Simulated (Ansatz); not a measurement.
**Zr2CF2 MXene monolayer in a perpendicular field**

Wanted: the out-of-plane response of the Zr2CF2 MXene monolayer. A positive field points along +c.

Program: Ansatz 0.2.0. Level of theory: plane-wave DFT, PBE-D3(BJ), Ansatz PAW. Results are calculated unless marked as measured.

Most raw output is cut from this account.

### 1. The starting structure

The cell holds 5 atoms: 2 F, 2 Zr and 1 C. Cell: a = 3.289 Å, b = 3.289 Å, c = 40.191 Å, α = 90.0°, β = 90.0°, γ = 120.0°. Vacuum lies along c.

### 2. Relaxation

The starting cell is a guess, so the in-plane lattice and the atoms are relaxed first, with the slab cut off from its images along the normal.

File input.yaml:

```yaml
crystal:
  lattice:
    - [3.289, 0.0, 0.0]
    - [-1.6445, 2.848357553, 0.0]
    - [0.0, 0.0, 40.1906824045]
  atoms:
    - { symbol: F, position: [0.3333333333, 0.6666666667, 0.4428887228] }
    - { symbol: Zr, position: [0.6666666667, 0.3333333333, 0.4677101334] }
    - { symbol: C, position: [0.0, 0.0, 0.5] }
    - { symbol: Zr, position: [0.3333333333, 0.6666666667, 0.5322898666] }
    - { symbol: F, position: [0.6666666667, 0.3333333333, 0.5571112772] }
  periodic: [true, true, false]
kpoints:
  mp_grid: { grid: [12, 12, 1] }
hamiltonian:
  xc: pbe
  dispersion: d3bj
scf:
  occupations: { method: fermi_dirac, width: 0.05 }
  convergence: { dr2_threshold: 1.0e-09 }
relax:
  f_tol: 0.004
  max_steps: 90
  cell: {}
output:
  write_potential: true
  write_density: true
  volumetric_format: npy
```

Started as:

```
$ ansatz run input.yaml --threads 2 --pin off --max-ram 3072MiB --backend cpu --events-out ev --progress --plain --runs-dir out
```

Wall time 58 s (2 threads of Intel Xeon Platinum 8375C at 2.90GHz (Ice Lake), shared host); peak memory 0.79 GiB; 1.9 min of CPU time.

Relaxation path:

```
step  energy less that of the first step (eV)  largest force component (eV/Å)  volume (Å³)
   1                                   0.0000                          4.2122       376.52
   2                                  -1.0379                          1.8452       373.68
   3                                  -1.0957                          0.3885       361.72
   4                                  -1.1760                          0.3141       372.30
   5                                  -1.1785                          0.0798       376.16
   6                                  -1.1797                          0.0015       374.89
  7*                                  -1.1790                          0.0014       374.89
```

Relaxation steps marked * repeat the geometry before them on a plane-wave basis chosen anew for their cell, so energy and pressure can jump there.

The run keeps the 12 symmetry operations that it works with, so distortions that break them were not tested.

```csv
cell as run,before,after,change
a (Å),3.289,3.282,-0.2 %
b (Å),3.289,3.282,-0.2 %
```

The atoms that moved most (Å, along periodic axes as changes of fractional coordinates times the final cell, across vacuum about the mean position):

| atom | dx | dy | dz | length |
| --- | --- | --- | --- | --- |
| F5 | 0.000 | 0.000 | 0.273 | 0.273 |
| F1 | 0.000 | 0.000 | -0.273 | 0.273 |
| Zr2 | 0.000 | 0.000 | 0.065 | 0.065 |
| Zr4 | 0.000 | 0.000 | -0.065 | 0.065 |

The relaxed structure:

```xyz
5
Lattice="3.2819 0.0000 0.0000 -1.6409 2.8422 0.0000 0.0000 0.0000 40.1907" Properties=species:S:1:pos:R:3
F     0.0000    1.8948   17.5273
Zr    1.6409    0.9474   18.8628
C     0.0000    0.0000   20.0953
Zr    0.0000    1.8948   21.3279
F     1.6409    0.9474   22.6634
```

This step gave:

```
energy at zero smearing : -10242.0746 eV
```

The lattice constant a goes from 3.289 to 3.282 Å.

### 3. Atoms held, field 0

A sawtooth potential applies the field, turning back in the middle of the vacuum. With the dipole correction the typed value is the field outside the slab. The induced dipole is small, so the SCF threshold is tight.

The cell differs from the one that the last finished run ended in (c 40.191 → 23.136 Å).

File input.yaml:

```yaml
crystal:
  lattice:
    - [3.2818914069, 0.0, 0.0]
    - [-1.6409457034, 2.8422013308, 0.0]
    - [0.0, 0.0, 23.1361663086]
  atoms:
    - { symbol: F, position: [0.3333333333, 0.6666666667, 0.3890013531] }
    - { symbol: Zr, position: [0.6666666667, 0.3333333333, 0.4467263156] }
    - { symbol: C, position: [0.0, 0.0, 0.5] }
    - { symbol: Zr, position: [0.3333333333, 0.6666666667, 0.5532736844] }
    - { symbol: F, position: [0.6666666667, 0.3333333333, 0.6109986469] }
kpoints:
  mp_grid: { grid: [18, 18, 1] }
  band_path:
    path: [[0, 0, 0], [0.5, 0, 0], [0.33333333, 0.33333333, 0], [0, 0, 0]]
    npoints: 16
hamiltonian:
  xc: pbe
  dispersion: d3bj
scf:
  occupations: { method: fermi_dirac, width: 0.02585 }
  convergence: { dr2_threshold: 1.0e-10 }
efield:
  axis: 3
  dipole_correction: true
  ramp_position: 0.97
  ramp_width: 0.06
  amplitude: 0
output:
  dos: { projected: true, e_range: [-6, 5] }
  write_potential: true
  write_density: true
  volumetric_format: npy
  elf: true
```

It took 20 s on 2 threads; peak memory 0.67 GiB.

Numbers from this step:

* energy at zero smearing: -10242.0827 eV
* work function, upper face: 3.907 eV
* dipole along the normal: 3.55e-7 e·Å

Running mean over a fixed 2.7 Å (it still follows the layers) of the planar mean; the ramp of the sawtooth is left out. Electron's electrostatic potential energy less the Fermi level against z:

```
z (Å)  electron's electrostatic potential energy less the Fermi level (eV)
  3.5                                                                 3.91
  4.0                                                                 3.91
  4.5                                                                 3.91
  5.0                                                                 3.91
  5.5                                                                 3.91
  6.0                                                                 3.90
  6.5                                                                 3.88
  7.0                                                                 3.74
  7.5                                                                 2.72
  8.0                                                                0.848
  8.5                                                                -1.51
  9.0                                                                -5.22
  9.5                                                                -8.66
 10.0                                                                -10.6
 10.5                                                                -11.4
 11.0                                                                -11.9
 11.5                                                                -12.5
 12.0                                                                -12.1
 12.5                                                                -11.5
 13.0                                                                -10.9
 13.5                                                                -9.32
 14.0                                                                -6.29
 14.5                                                                -2.41
 15.0                                                                0.292
 15.5                                                                 2.26
 16.0                                                                 3.59
 16.5                                                                 3.87
 17.0                                                                 3.90
 17.5                                                                 3.91
 18.0                                                                 3.91
 18.5                                                                 3.91
 19.0                                                                 3.91
 19.5                                                                 3.91
 20.0                                                                 3.91
```

The density of states has structure finer than the step of the table below, so its rows give means over 0.25 eV, whole bins alone (the curve runs from -6 to 1.99 eV). Peaks (eV: height): -4.290: 10.2, -4.070: 5.90, -3.900: 5.42, -3.490: 11.9, -3.190: 7.72, 0.180: 3.30.

Table of density of states by energy, zero at the Fermi level; means over each step:

energy (eV), density of states (states/eV a cell) and a bar:
```
    -4.75        0.0 
    -4.50        1.5 ########
    -4.25        5.5 #############################
    -4.00        3.2 #################
    -3.75        3.9 #####################
    -3.50        5.7 ##############################
    -3.25        4.1 ######################
    -3.00        0.1 
    -2.75        0.0 
    -2.50        0.0 
    -2.25        0.2 #
    -2.00        0.7 ####
    -1.75        0.8 ####
    -1.50        0.8 ####
    -1.25        0.9 #####
    -1.00        1.0 #####
    -0.75        1.3 #######
    -0.50        1.0 #####
    -0.25        0.7 ####
     0.00        1.2 ######
     0.25        1.6 ########
     0.50        1.3 #######
     0.75        1.2 ######
     1.00        1.3 #######
     1.25        1.0 #####
     1.50        1.0 #####
     1.75        1.0 ######
```

Projected DOS per atom over height of the atomic layer and energy from the Fermi level. Layers: F Zr C Zr F from below.

Values in states/eV, 22 rows by 5 columns, each cell a mean:
```
0.05 0.76 0.06 0.76 0.05
0.03 0.42 0.05 0.42 0.03
0.03 0.50 0.06 0.50 0.03
0.04 0.52 0.06 0.52 0.04
0.04 0.64 0.05 0.64 0.04
0.03 0.60 0.04 0.60 0.03
0.03 0.36 0.05 0.36 0.03
0.05 0.53 0.08 0.53 0.05
0.04 0.41 0.06 0.41 0.04
0.03 0.36 0.05 0.36 0.03
0.03 0.32 0.04 0.32 0.03
0.01 0.15 0.01 0.15 0.01
0.00 0.00 0.00 0.00 0.00
0.00 0.00 0.01 0.00 0.00
0.10 0.84 2.17 0.84 0.10
0.09 1.07 2.65 1.07 0.09
0.16 0.71 1.57 0.71 0.16
0.30 0.77 1.85 0.77 0.30
0.00 0.00 0.00 0.00 0.00
0.00 0.00 0.00 0.00 0.00
0.00 0.00 0.00 0.00 0.00
0.00 0.00 0.00 0.00 0.00
```
Columns: height of the atomic layer (Å) from 9 to 14.1; rows upwards: energy from the Fermi level (eV) from -5.96 to 1.96.

Electronic bands along the path, in eV, zero at the Fermi level:

```csv
point,band 18,band 19,band 20,band 21,band 22,band 23,band 24,band 25
Γ,-4.38,-3.14,-3.14,0.12,0.12,0.33,1.83,2.20
halfway,-4.10,-3.91,-3.18,-1.31,1.04,1.34,2.07,2.12
M,-4.44,-3.45,-3.11,-2.24,2.16,3.09,3.19,3.29
halfway,-4.37,-3.75,-3.46,-1.12,1.74,2.29,2.57,3.11
K,-4.18,-4.18,-3.46,0.35,1.17,1.17,2.54,3.03
halfway,-4.09,-3.86,-3.53,-0.57,-0.20,2.10,2.47,2.54
Γ,-4.38,-3.14,-3.14,0.12,0.12,0.33,1.83,2.20
```

ELF in the ca plane at fractional y = 0.333, with atoms of Zr and F within 0.2 Å of it. It is the smooth field of the valence electrons, not physical close to the nuclei.

Values, 5 rows by 16 columns, each cell a mean:
```
0.00 0.00 0.00 0.00 0.00 0.00 0.03 0.10 0.59 0.42 0.31 0.15 0.66 0.48 0.04 0.00
0.00 0.00 0.00 0.00 0.00 0.00 0.00 0.15 0.56 0.56 0.24 0.28 0.69 0.66 0.08 0.00
0.00 0.00 0.00 0.00 0.00 0.00 0.03 0.10 0.61 0.43 0.30 0.15 0.67 0.49 0.05 0.00
0.00 0.00 0.00 0.00 0.00 0.01 0.16 0.38 0.14 0.43 0.40 0.27 0.13 0.08 0.00 0.00
0.00 0.00 0.00 0.00 0.00 0.01 0.16 0.39 0.13 0.45 0.41 0.26 0.10 0.07 0.00 0.00
```
Columns run along c (16.0 Å, from fractional 0.07 to 0.76 of the cell), rows up along a (3.3 Å). Atoms in or near the plane, at fractional coordinates: Zr at (0.45, 0.67), F at (0.61, 0.67).

Electrostatic potential energy in the ca plane at fractional y = 0.333, with atoms of Zr and F within 0.2 Å of it. With pseudopotentials it is smooth inside the atoms' cores, unlike the true potential.

Ten even steps from '0' (-46 eV) to '9' (5 eV), each cell a mean:
```
99999999999999999999986435789888888999999999
99999999999999999999873000489998862379999999
99999999999999999999861000279999820059999999
99999999999999999999862000379999840169999999
99999999999999999999875112689988886699999999
99999999999999999999987667888877789999999999
99999999999999999999998888988766789999999999
99999999999999999999999889988765688999999999
99999999999999999999998778888876789999999999
```
Columns run along c (16.0 Å, from fractional 0.07 to 0.76 of the cell; values clipped at the 3rd and 97th percentile), rows up along a (3.3 Å). Atoms in or near the plane, at fractional coordinates: Zr at (0.45, 0.67), F at (0.61, 0.67).

Valence density in the ca plane at fractional y = 0.333, with atoms of Zr and F within 0.2 Å of it. It is the smooth field of the valence electrons, not physical close to the nuclei.

Values in units of 1e0 e/Å³, 5 rows by 16 columns, each cell a mean:
```
0.0 0.0 0.0 0.0 0.0 0.0 0.0 0.1 1.7 1.2 0.2 0.2 1.6 0.3 0.0 0.0
0.0 0.0 0.0 0.0 0.0 0.0 0.0 0.2 3.2 2.4 0.2 0.3 7.3 1.3 0.0 0.0
0.0 0.0 0.0 0.0 0.0 0.0 0.0 0.1 1.8 1.2 0.2 0.2 1.7 0.4 0.0 0.0
0.0 0.0 0.0 0.0 0.0 0.0 0.0 0.2 0.2 0.4 0.5 0.5 0.1 0.0 0.0 0.0
0.0 0.0 0.0 0.0 0.0 0.0 0.0 0.2 0.2 0.4 0.5 0.5 0.1 0.0 0.0 0.0
```
Columns run along c (16.0 Å, from fractional 0.07 to 0.76 of the cell), rows up along a (3.3 Å). Atoms in or near the plane, at fractional coordinates: Zr at (0.45, 0.67), F at (0.61, 0.67).

The work function of the upper face is 3.91 eV.

### 4. Atoms held, field 0.1 V/Å

input.yaml: that of step 3 with these lines changed.

```diff
@@ -27,5 +27,4 @@
   ramp_width: 0.06
-  amplitude: 0
+  amplitude: 0.1
 output:
-  dos: { projected: true, e_range: [-6, 5] }
   write_potential: true
@@ -33,2 +32 @@
   volumetric_format: npy
-  elf: true
```

The job ended after 17 s (2 threads; peak memory 0.64 GiB).

The dipole is 0.0274 e·Å.

### 5. Single point, field -0.1 V/Å

input.yaml: that of step 4 with these lines changed.

```diff
@@ -27,3 +27,3 @@
   ramp_width: 0.06
-  amplitude: 0.1
+  amplitude: -0.1
 output:
```

Elapsed: 17 s, on 2 threads; peak memory 0.65 GiB.

The dipole is -0.0275 e·Å.

### 6. Response, atoms held

This step: plane-wave DFT, PBE-D3(BJ), Ansatz PAW; response to a field along the normal, atoms held (Ansatz 0.2.0).

The dipoles give the slope, and the difference of two potentials shows where the field is screened.

This step gave:

* equivalent conductor thickness p/(ε₀AE): 5.325 Å
* distance between the outer atoms: 5.136 Å

The dipole of the cell by applied field:

```csv
applied field (V/Å),dipole of the cell (e·Å)
-0.1000,-0.0275
0.0000,3.6e-7
0.1000,0.0274
```

Local field over the applied field, running mean. From the potentials at -0.1 and 0.1 V/Å; running mean over 2.5 Å. The local field over applied field by z:

z (Å), local field over applied field and a bar:
```
      4.5      1.000 ##############################
      5.0      1.000 ##############################
      5.5      0.999 ##############################
      6.0      0.996 ##############################
      6.5      0.985 ##############################
      7.0      0.951 #############################
      7.5      0.872 ##########################
      8.0      0.755 ######################
      8.5      0.614 ##################
      9.0      0.463 ##############
      9.5      0.312 #########
     10.0      0.194 #####
     10.5      0.107 ###
     11.0      0.049 #
     11.5      0.022 
     12.0      0.038 #
     12.5      0.088 ##
     13.0      0.167 ####
     13.5      0.276 ########
     14.0      0.421 ############
     14.5      0.574 #################
     15.0      0.718 #####################
     15.5      0.843 #########################
     16.0      0.935 ############################
     16.5      0.979 #############################
     17.0      0.994 ##############################
     17.5      0.999 ##############################
     18.0      1.000 ##############################
     18.5      1.000 ##############################
     19.0      1.000 ##############################
```

The induced electron density oscillates, so the rows of the table below give means over windows of 0.5 Å about each position, cut where the curve ends. Its maxima inside the range that stand out by 2 % of the span (Å: e/Å³ per V/Å): 8.39: 0.00311, 9.11: 0.00200, 10.27: 0.00150, 13.59: -7.5e-4, 14.32: -0.00139. Its minima: 8.82: 0.00139, 9.54: 7.5e-4, 12.87: -0.00150, 14.03: -0.00200, 14.75: -0.00311.

Electrons, planar mean, per unit field. The induced electron density by z; means over each step:

```
z (Å)  induced electron density (e/Å³ per V/Å)
  4.5                                   2.3e-7
  5.0                                   9.2e-7
  5.5                                   3.6e-6
  6.0                                   1.5e-5
  6.5                                   5.8e-5
  7.0                                   2.1e-4
  7.5                                   7.3e-4
  8.0                                  0.00197
  8.5                                  0.00267
  9.0                                  0.00171
  9.5                                  0.00103
 10.0                                  0.00120
 10.5                                  0.00110
 11.0                                   5.2e-4
 11.5                                   7.6e-5
 12.0                                  -4.4e-4
 12.5                                  -8.7e-4
 13.0                                 -0.00132
 13.5                                  -9.0e-4
 14.0                                 -0.00166
 14.5                                 -0.00231
 15.0                                 -0.00240
 15.5                                  -9.9e-4
 16.0                                  -3.0e-4
 16.5                                  -8.4e-5
 17.0                                  -2.1e-5
 17.5                                  -5.3e-6
 18.0                                  -1.3e-6
 18.5                                  -3.3e-7
 19.0                                  -1.0e-7
```

By hand: between -0.1 and 0.1 V/Å the dipole changes by 0.05490 e·Å, a slope of 0.2745 e·Å²/V. A perfect conductor of thickness t has p = ε₀AEt, so t = 180.95 × 0.2745 / 9.328 = 5.33 Å (e/ε₀ = 180.95 V·Å, A in Å²).

The induced dipole is that of a conductor 5.33 Å thick.

### 7. Outcome

* gap without field: none
* work function, upper face: 3.91 eV
* equivalent conductor thickness, atoms held: 5.33 Å

The induced dipole equals that of a perfect conductor 5.33 Å thick, while the outer atoms lie 5.14 Å apart. There is no gap over 0.03 eV, with or without the field. The main runs have no spin polarisation; a magnetic state could lie lower and would change these results. Spin-orbit coupling is left out. The MXene's terminations sit over the metal atoms of its far layer; the site over carbon or nitrogen, which some compounds prefer, was not run.

[Logs are printed without paths, hosts, clocks, repeated set-up lines and the standing remarks that a program may print on its own settings, such as how far it seeks lower states.]

[Hosts, paths, dates, database ids (printed as entryN), source tags and the programs' standing remarks are cut or masked in the printed files.]

[Maps of the electrostatic potential energy from Ansatz leave out the sawtooth potential of an applied field or a dipole correction, so their vacuum need not be flat; planar profiles and work functions include it.]

[The density of states shown here was stored with 400 of the rows of the run's finer table, so its peaks can read low, often by over a quarter, or be missed, and its means over a window can be off by a tenth or more.]
